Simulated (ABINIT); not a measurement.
# Quasiparticle gap of KI (Fm-3m) in ABINIT, part 3 of 3

How does a plane-wave GW calculation on KI (Fm-3m) run from the first input to the gap?

ABINIT 10.8.3; PBE and many-body steps on it, plane waves. Known limits of the many-body steps: not at the basis limit; no spin-orbit coupling; coarse k mesh.

So far. Step 4 (Empty states on the mesh, 2×2×2 mesh, 72 bands): On this mesh the gap is 3.962 eV. Step 5 (Screening, 2×2×2 mesh, 66 bands, screening to 106.1 eV): Local fields lower ε∞ by 18 %. On a Γ-centred mesh this coarse the value itself is usually too large, while a short band sum pulls it down.

### Step 6. Self-energy, 2×2×2 mesh, 66 bands, screening to 106.1 eV

The self-energy is evaluated for the states that the input lists, and the levels follow from it, in one-shot runs by the linearised quasiparticle equation.

This step: G0W0 on PBE, plane waves, norm-conserving pseudopotentials.

Contents of run.abi:

```
acell 3*1.0 Angstrom
rprim 
  0.000000000000 3.532775000000 3.532775000000
  3.532775000000 0.000000000000 3.532775000000
  3.532775000000 3.532775000000 -0.000000000000
ntypat 2
znucl 19 53
natom 2
typat 1 2
xred 
  0.000000000000 0.000000000000 0.000000000000
  0.500000000000 0.500000000000 0.500000000000
pp_dirpath "pseudos"
pseudos "K.upf, I.upf"
ecut 33
ngkpt 2 2 2
nshiftk 1
shiftk 0 0 0
kptopt 1
chksymbreak 0
istwfk *1
occopt 1
irdwfk 1
optdriver 4
nband 66
gwcalctyp 0
ecutsigx 33
symsigma 1
nkptgw 1
kptgw 
  0.0000000000 0.0000000000 0.0000000000
bdgw 
  6 12
ecuteps 3.9
irdscr 1
ppmodel 1
indata_prefix "in"
outdata_prefix "out"
tmpdata_prefix "tmp"
```

Started as:

```
OMP_NUM_THREADS=1 mpirun -n 4 abinit run.abi > log
```

Numbers of over 12 decimals in the logs are rounded to 6 here.

What it wrote:

```text
.Version 10.8.3 of ABINIT. v10.8.2 released Aug 2026.

 Symmetries : space group Fm -3 m (#225); Bravais cF (face-center cubic)
[... echo of the input left out ...]
== DATASET  1 ==================================================================
-   mpi_nproc: 4, omp_nthreads: 1 (-1 if OMP is not activated)

--- !DatasetInfo
iteration_state: {dtset: 1, }
dimensions: {natom: 2, nkpt: 3, mband: 66, nsppol: 1, nspinor: 1, nspden: 1, mpw: 5434, }
cutoff_energies: {ecut:  33.0, pawecutdg:  -1.0, }
electrons: {nelect:   1.60000000E+01, charge:   0.00000000E+00, occopt:   1.00000000E+00, tsmear:   1.00000000E-02, }

 SIGMA: Calculation of the GW corrections

 Based on a program developped by R.W. Godby, V. Olevano, G. Onida, and L. Reining.
 Incorporated in ABINIT by V. Olevano, G.-M. Rignanese, and M. Torrent.
.Using double precision arithmetic ; gwpc =  8

[... cell and pseudopotentials left out ...]
--------------------------------------------------------------------------------

 ==== K-mesh for the wavefunctions ====
 Number of points in the irreducible wedge :     3
[... list of points left out ...]
 Together with 48 symmetry operations and time-reversal symmetry
 yields     8 points in the full Brillouin Zone.

 ==== Q-mesh for screening function ====
 Number of points in the irreducible wedge :     3
[... list of points left out ...]
 Together with 48 symmetry operations and time-reversal symmetry
 yields     8 points in the full Brillouin Zone.

 vcoul_init : cutoff-mode = AUXILIARY_FUNCTION
 q-points for optical limit:   1
     1)      0.000010    0.000020    0.000030
 setmesh: FFT mesh size selected  =    50x   50x   50
          total number of points  =       125000

 Number of electrons calculated from density =   16.0000; Expected =   16.0000
 average of density, n =  0.026887
 r_s =    2.0707
 omega_plasma =   15.8172 [eV]

 === KS Band Gaps ===
  >>>> For spin  1
   Minimum direct gap =   3.9625 [eV], located at k-point      :   0.0000  0.0000  0.0000
   Fundamental gap    =   3.9625 [eV], Top of valence bands at :   0.0000  0.0000  0.0000
                                       Bottom of conduction at :   0.0000  0.0000  0.0000
 SIGMA fundamental parameters:
 PLASMON POLE MODEL  1
 number of plane-waves for SigmaX                 5329
 number of plane-waves for SigmaC and W            229
 number of plane-waves for wavefunctions          5329
 number of bands                                    66
 number of independent spin polarizations            1
 number of spinorial components                      1
 number of k-points in IBZ                           3
 number of q-points in IBZ                           3
 number of symmetry operations                      48
 number of k-points in BZ                            8
 number of q-points in BZ                            8
 number of frequencies for dSigma/dE                 9
 frequency step for dSigma/dE [eV]                0.25
 number of omega for Sigma on real axis              0
 max omega for Sigma on real axis  [eV]           0.00
 zcut for avoiding poles [eV]                     0.10

 EPSILON^-1 parameters (SCR file):
 dimension of the eps^-1 matrix on file            229
 dimension of the eps^-1 matrix used               229
 number of plane-waves for wavefunctions          5329
 number of bands                                    66
 number of q-points in IBZ                           3
 number of frequencies                               2
 number of real frequencies                          1
 number of imag frequencies                          1

 matrix elements of self-energy operator (all in [eV])

 Perturbative Calculation

--- !SelfEnergy_ee
iteration_state: {dtset: 1, }
kpoint     : [   0.000,    0.000,    0.000, ]
spin       : 1
KS_gap     :    3.962
QP_gap     :    5.608
Delta_QP_KS:    1.645
data: !SigmaeeData |
     Band     E0 <VxcDFT>   SigX SigC(E0)      Z dSigC/dE  Sig(E)    E-E0       E
        6   0.119 -11.197 -13.900   1.647   0.815  -0.228 -12.057  -0.859  -0.741
        7   0.119 -11.197 -13.900   1.647   0.815  -0.228 -12.057  -0.859  -0.741
        8   0.119 -11.197 -13.900   1.647   0.815  -0.228 -12.057  -0.859  -0.741
        9   4.081  -6.337  -2.612  -2.798   0.849  -0.178  -5.551   0.786   4.867
       10   6.624  -7.721  -3.357  -2.774   0.844  -0.185  -6.380   1.341   7.965
       11   6.624  -7.721  -3.357  -2.774   0.844  -0.185  -6.380   1.341   7.965
       12   6.624  -7.721  -3.357  -2.774   0.844  -0.185  -6.380   1.341   7.965

== END DATASET(S) ==============================================================
================================================================================

 -outvars: echo values of variables after computation  --------
           etotal      0.0000000000E+00
            nband          66
             nkpt           3
          spgroup         225
 [... the other variables as echoed above ...]

 Calculation completed.
```

Run time: 3.2 s. Hardware: 4 MPI ranks of Arm Neoverse V2, shared host; peak memory 0.63 GiB; 12 s of CPU time.

This step gave:

```
G0W0 gap on the points computed              : 5.608 eV
starting gap on the mesh                     : 3.962 eV
k of the valence top                         : 0, 0, 0
k of the conduction bottom                   : 0, 0, 0
Z at the valence top                         : 0.815
Z at the conduction bottom                   : 0.849
least direct G0W0 gap on the computed points : 5.608 eV
```

The gap on the mesh goes from 3.96 eV to 5.61 eV, a correction of +1.65 eV.

Limits: finite bands, cutoff and mesh; no spin-orbit coupling; coarse k mesh. v1 is the top filled band, c1 the lowest empty one. Levels before and after the correction, in eV, zero at the valence-band top of each column:

```tsv
	conduction bottom	valence top
Kohn-Sham	3.96	0.00
G0W0	5.61	0.00
```

```tsv
	level	energy (eV)
Kohn-Sham	Γ v3-v1	0.000
Kohn-Sham	Γ c1	3.962
Kohn-Sham	Γ c2-c4	6.505
G0W0	Γ v3-v1	0.000
G0W0	Γ c1	5.608
G0W0	Γ c2-c4	8.706
```

### Step 7. Where the time went

Times are wall times on 4 MPI ranks of Arm Neoverse V2, shared host, good to a factor of about two.

```tsv
step	time	share	memory (GiB)
ground state	10 s	21 %	0.36
bands along the symmetry lines	20 s	42 %	0.34
empty states on the mesh	11 s	23 %	0.3
screening	3.4 s	7 %	0.61
self-energy	3.2 s	7 %	0.63
```

### Step 8. Summary of results

* PBE gap: 3.96 eV, direct
* G0W0 gap on the mesh: 5.61 eV
* GW settings: 2×2×2 mesh, 66 bands, screening to 106.1 eV, Godby-Needs plasmon pole
* known limits: not at the basis limit; no spin-orbit coupling; coarse k mesh

What this shows: G0W0 moves the gap on the mesh from 3.96 eV to 5.61 eV (+1.65 eV), with Z of 0.81 and 0.85 at the edges. Local fields lower the RPA ε∞ on this mesh from 4.04 to 3.33; a Γ-centred mesh this coarse tends to raise both, most where the direct gap is narrow, while a short band sum lowers them. Only 1 of the mesh's irreducible points was corrected, so a valley elsewhere could overtake. The dearest step here is «bands along the symmetry lines». Bands and cutoff are finite, so the gap is not at the basis limit. The miss can reach some tenths of an eV and take either sign; the mesh is an error of its own. In the G0W0 run levels were corrected at 1 k point alone, so a gap called «on the mesh» is the least over those, and an edge elsewhere would be missed. The 2×2×2 mesh is coarse for this cell, which bears on the long-range parts of exchange and screening. The many-body steps are scalar-relativistic: spin-orbit coupling is not in them.

[Paths, hosts, dates, memory and timing lines, banners, echoed tables and standing remarks are left out of the program output.]

[Logs are printed without paths, hosts, clocks, repeated set-up lines and the standing remarks that a program may print on its own settings, such as how far it seeks lower states.]

[Runs of the session that timed out or met a known fault of the program may be left out.]

[Hosts, paths, dates, database ids (printed as entryN), source tags and the programs' standing remarks are cut or masked in the printed files.]

[G0W0 gaps are taken among the corrected bands and points alone; a level outside them can change the order at an edge.]

[Where Ansatz stands beside ABINIT at settings called matched, ABINIT's density can come from a denser mesh and the files from another edition; pairs whose starting gaps differed by over 0.03 eV were left out, so agreement reads better than it is.]
